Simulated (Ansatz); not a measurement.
# Normal spinel CoAl2O4: orbital moments and g values

Wanted: g, the zero-field splitting and the hyperfine couplings of normal spinel CoAl2O4. Measured values stand at the end.

Calculated with Ansatz 0.2.0; DFT, PBEsol+U, plane-wave PAW, PAW set soft_2, collinear spin, scalar-relativistic.

This is a report of a sequence of runs, with the program logs left out and the cost of each run kept.

In doubt: where a d or f shell is part filled, a hybrid often lands on a higher state (in some of the runs), so the values of those runs are not to be relied on.

## 1. Set-up

The structure is cubic, space group Fd-3m (No. 227). The conventional cell has a = 8.080 Å, b = 8.080 Å, c = 8.080 Å, α = 90.00°, β = 90.00°, γ = 90.00°. Nearest to Co lie 4 O at 1.95 Å. Nearest to Al lie 6 O at 1.91 Å. Nearest to O lie 3 Al at 1.91 Å and 1 Co at 1.95 Å. Farther neighbours, and contacts between anions beyond the nearest, are not listed.

As a file:

```cif
data_structure
_symmetry_space_group_name_H-M 'Fd-3m:1'
_symmetry_Int_Tables_number 227
_cell_length_a 8.0804
_cell_length_b 8.0804
_cell_length_c 8.0804
_cell_angle_alpha 90.000
_cell_angle_beta 90.000
_cell_angle_gamma 90.000
_cell_volume 527.59
loop_
_atom_site_label
_atom_site_type_symbol
_atom_site_symmetry_multiplicity
_atom_site_Wyckoff_symbol
_atom_site_fract_x
_atom_site_fract_y
_atom_site_fract_z
_atom_site_occupancy
Co1 Co 8 a 0.25000 0.25000 0.25000 1
Al1 Al 16 d 0.12500 0.62500 0.12500 1
O1 O 32 e 0.13947 0.86053 0.13947 1
```

The structure is a relaxed one from the Materials Project, so its cell can be off by a few per cent.

The 2 Co moments of the cell that is run start parallel. In a paramagnet exchange averages the ions' tensors into one line, which the cell's tensor stands for; it tells nothing where the spins pair up instead.

## 2. Ground state and spin-orbit pass

One collinear run gives the spin density, also at the nuclei; a second pass then couples the two spin channels by spin-orbit coupling for several directions of the moment, which gives orbital moments and direction energies. U = 4 eV on Co is meant to offset the tendency of semilocal functionals to spread the spin.

input.yaml reads:

```yaml
crystal:
  lattice:
    - [0.0, 4.0402036295, 4.0402036295]
    - [4.0402036295, 0.0, 4.0402036295]
    - [4.0402036295, 4.0402036295, 0.0]
  atoms:
    - { symbol: Co, position: [0.75, 0.75, 0.75], spin: 3.0 }
    - { symbol: Co, position: [0.5, 0.5, 0.5], spin: 3.0 }
    - { symbol: Al, position: [0.125, 0.125, 0.125] }
    - { symbol: Al, position: [0.125, 0.125, 0.625] }
    - { symbol: Al, position: [0.625, 0.125, 0.125] }
    - { symbol: Al, position: [0.125, 0.625, 0.125] }
    - { symbol: O, position: [0.3605281633, 0.91841551, 0.3605281633] }
    - { symbol: O, position: [0.8894718367, 0.8894718367, 0.8894718367] }
    - { symbol: O, position: [0.3605281633, 0.3605281633, 0.91841551] }
    - { symbol: O, position: [0.91841551, 0.3605281633, 0.3605281633] }
    - { symbol: O, position: [0.33158449, 0.8894718367, 0.8894718367] }
    - { symbol: O, position: [0.8894718367, 0.8894718367, 0.33158449] }
    - { symbol: O, position: [0.3605281633, 0.3605281633, 0.3605281633] }
    - { symbol: O, position: [0.8894718367, 0.33158449, 0.8894718367] }
magnetization:
  spin_polarized: true
kpoints:
  mp_grid: { grid: [3, 3, 3] }
scf:
  lower_state_search: "off"
  occupations: { method: fermi_dirac, width: 0.01 }
hamiltonian:
  xc: pbesol
  hubbard: [{ species: Co, l: d, u_eff: 4 }]
output:
  efg:
    contact_densities: true
    quadrupole_moments_barn: { Co: 0.42, Al: 0.1466, O: -0.02558 }
  forces: true
  eigenstates:
    nscf_kmesh: { grid: [3, 3, 3] }
    top_band: c54
    magnetocrystalline_anisotropy:
      directions: [[1, 0, 0], [0, 1, 0], [0, 0, 1], [1, 1, 0], [1, 0, 1], [0, 1, 1]]
# [... lines on directions and stored grids left out ...]
```

Run with:

```sh
> ansatz run input.yaml --threads 4 --pin off --max-ram 9216MiB --backend cpu --events-out ev --progress --plain --runs-dir out
```

Wall time 41 s (4 threads of Arm Neoverse V2, shared host); peak memory 0.61 GiB.

The cell carries 6.00 μB, S = 3/2 on each ion. Co (atom 1) has 4 O at 1.95 Å round it and 2.45 μB in its sphere.

From the anisotropy table, summed over the spheres:

| direction | energy (meV) | orbital moment (μB) | on atom 1 (μB) |
| --- | --- | --- | --- |
| [1 0 0] | 0.0000 | 0.3696 | 0.1854 |
| [0 1 0] | 0.0000 | 0.3696 | 0.1854 |
| [0 0 1] | 0.0000 | 0.3696 | 0.1854 |
| [1 1 0] | -0.0089 | 0.3701 | 0.1857 |
| [1 0 1] | -0.0089 | 0.3701 | 0.1857 |
| [0 1 1] | -0.0089 | 0.3701 | 0.1857 |

With g(n) = 2.0023 + L(n)/S, L and S summed over the cell's ions (S = 3), fitted to a symmetric tensor and averaged over the point group, the principal values are:

g = 2.1255, isotropic.

The direction energies per ion, fitted to a tensor and divided by S(S − 1/2), give D = 0.

Contact couplings, A_iso = (4μ₀/3h) μB g_N μN ρ_s(0)/2S, with the ion's S:

```csv
atom,nucleus,atoms with this value,A_iso (MHz)
1,⁵⁹Co,2,-137.3
7,¹⁷O,8,-10.3
3,²⁷Al,4,5.5
```

The ion's own value rests on core polarisation and comes out too small in this program at this level.

## 3. The ladder

No level is known beforehand to be right for these quantities, so the functional, U and numerical settings are varied. All functionals run on PAW datasets made for PBE.

Times are on 4 threads of Arm Neoverse V2, shared host.

```
                                    run   mesh   time  moment (μB)      g₁      g₂      g₃  D (MHz)  A_iso ⁵⁹Co (MHz)  A_iso ¹⁷O (MHz)
                       PBEsol+U Co 4 eV  3×3×3   41 s         3.00  2.1255  2.1255  2.1255        0            -137.3            -10.3
                                 PBEsol  3×3×3   40 s         3.00  2.1175  2.1175  2.1175        0            -137.0            -12.8
                                    LDA  3×3×3  9.9 s         3.00  2.1655  2.1655  2.1655        0            -124.9            -12.2
                       PBEsol+U Co 2 eV  3×3×3   42 s         3.00  2.1212  2.1212  2.1212        0            -137.5            -11.6
                       PBEsol+U Co 6 eV  3×3×3   40 s         3.00  2.1298  2.1298  2.1298        0            -136.7             -9.0
                                 r2SCAN  3×3×3   16 s         3.00  2.0593  2.0593  2.0593        0            -111.2            -14.3
         PBEsol+U Co 4 eV, coarser mesh  2×2×2   39 s         3.00  2.1256  2.1256  2.1256        0            -144.0             -9.5
           PBEsol+U Co 4 eV, finer mesh  5×5×5   44 s         3.00  2.1255  2.1255  2.1255        0            -136.7            -10.4
PBEsol+U Co 4 eV, 50 % more empty bands  3×3×3   40 s         3.00  2.1252  2.1252  2.1252        0            -137.3            -10.3
        PBEsol+U Co 4 eV, cutoff 750 eV  3×3×3   43 s         3.00  2.1251  2.1251  2.1251        0            -137.3            -10.3
        PBEsol+U Co 4 eV, cutoff 350 eV  3×3×3   40 s         3.00  2.1253  2.1253  2.1253        0            -137.6            -10.3
     PBEsol+U Co 4 eV, smearing 0.05 eV  3×3×3   41 s         3.00  2.1255  2.1255  2.1255        0            -137.3            -10.3
                          LDA+U Co 4 eV  3×3×3   10 s         3.00  2.1799  2.1799  2.1799        0            -125.9             -9.9
                                  HSE06  2×2×2   13 s         3.00       -       -       -        -            -200.1            -11.9
```

## 4. A run with a fault

One setting is now spoilt on purpose, to see whether the program objects and how far the results move.

input.yaml: that of step 2 with these lines changed.

```diff
@@ -30,2 +30,3 @@
   hubbard: [{ species: Co, l: d, u_eff: 4 }]
+  pseudopotentials: { kind: nc }
 output:
@@ -40,2 +41 @@
       directions: [[1, 0, 0], [0, 1, 0], [0, 0, 1], [1, 1, 0], [1, 0, 1], [0, 1, 1]]
-# [... lines on directions and stored grids left out ...]
```

The job ended after 0.02 s (4 threads; peak memory 0.032 GiB; 0.02 s of CPU time).

The program refused the input. The fault: these files carry no all-electron waves for contact densities or the pass. The fix: use PAW datasets.

## 5. Against experiment

```
                      quantity  measured             calculated               run                      agreement
mean of the principal g values  2.26 [1]  2.126 (2.125 relaxed)  PBEsol+U Co 4 eV  48 % of the shift from 2.0023
```

[1] electron spin resonance; “Experimental evidence of a collinear antiferromagnetic ordering in the frustrated CoAl2O4 spinel” (2013; arxiv:1308.5238), quoting earlier work. In a concentrated magnet the measured line also shifts with demagnetisation and short-range order, most at low temperature and high field.

## 6. Outcome

- spin: S = 3/2 on Co (as for Co²⁺ high-spin d⁷), 4 O at 1.95 Å
- g: 2.1255 (isotropic)
- D: 0
- A_iso on Co, atom 1: -137.3 MHz (⁵⁹Co), unsettled: -200.1 to -111.2 over the runs
- A_iso on O, atom 7: -10.3 MHz (¹⁷O), unsettled: -14.3 to -9.0 over the runs
- A_iso on Al, atom 3: 5.5 MHz (²⁷Al)

**Reading.** As a paramagnet of local spins, normal spinel CoAl2O4 has S = 3/2 on each ion and g = 2.1255 (isotropic), with D = 0 by symmetry (PBEsol+U Co 4 eV); the run puts the contact coupling on Co at -137 MHz. Against experiment the mean of the principal g values is off by -0.134. The shift is positive: in a shell more than half full the orbital moment adds to the spin. The mean g shift is +0.115 at U = 0 eV, +0.119 at U = 2 eV, +0.123 at U = 4 eV and +0.127 at U = 6 eV. The changes tried in mesh, the number of bands, cutoff and smearing move g by 0.0005 at most. Over the first program's levels the principal g values move by up to 0.1207. The hybrid run has a coarser mesh, so its couplings may mix the effects of exchange and sampling. Orbital moments are counted in the atomic spheres alone, and such calculations usually give late ions like this one too small a g shift. The contact coupling of a d ion comes from core polarisation, which the Ansatz runs underestimate, at times by more than half, by the functional and perhaps by the program's treatment of the core; the orbital part of the hyperfine coupling isn't included. The parallel pattern is a device, not a claim about the crystal's order. In it the couplings also hold the fields sent by neighbouring ions, which cancel in part in other patterns, so they aren't those of a dilute ion.

[Long decimals in the printed logs are rounded to 6 places.]

[Logs are printed without paths, hosts, clocks, repeated set-up lines and the standing remarks that a program may print on its own settings, such as how far it seeks lower states.]

[Hosts, paths, dates, database ids (printed as entryN), source tags and the programs' standing remarks are cut or masked in the printed files.]

[A later check with an all-electron program, on Mn²⁺ in one crystal, gave about the same coupling, so for Mn the shortfall against experiment is probably not the program's treatment of the core; other ions were not checked so.]
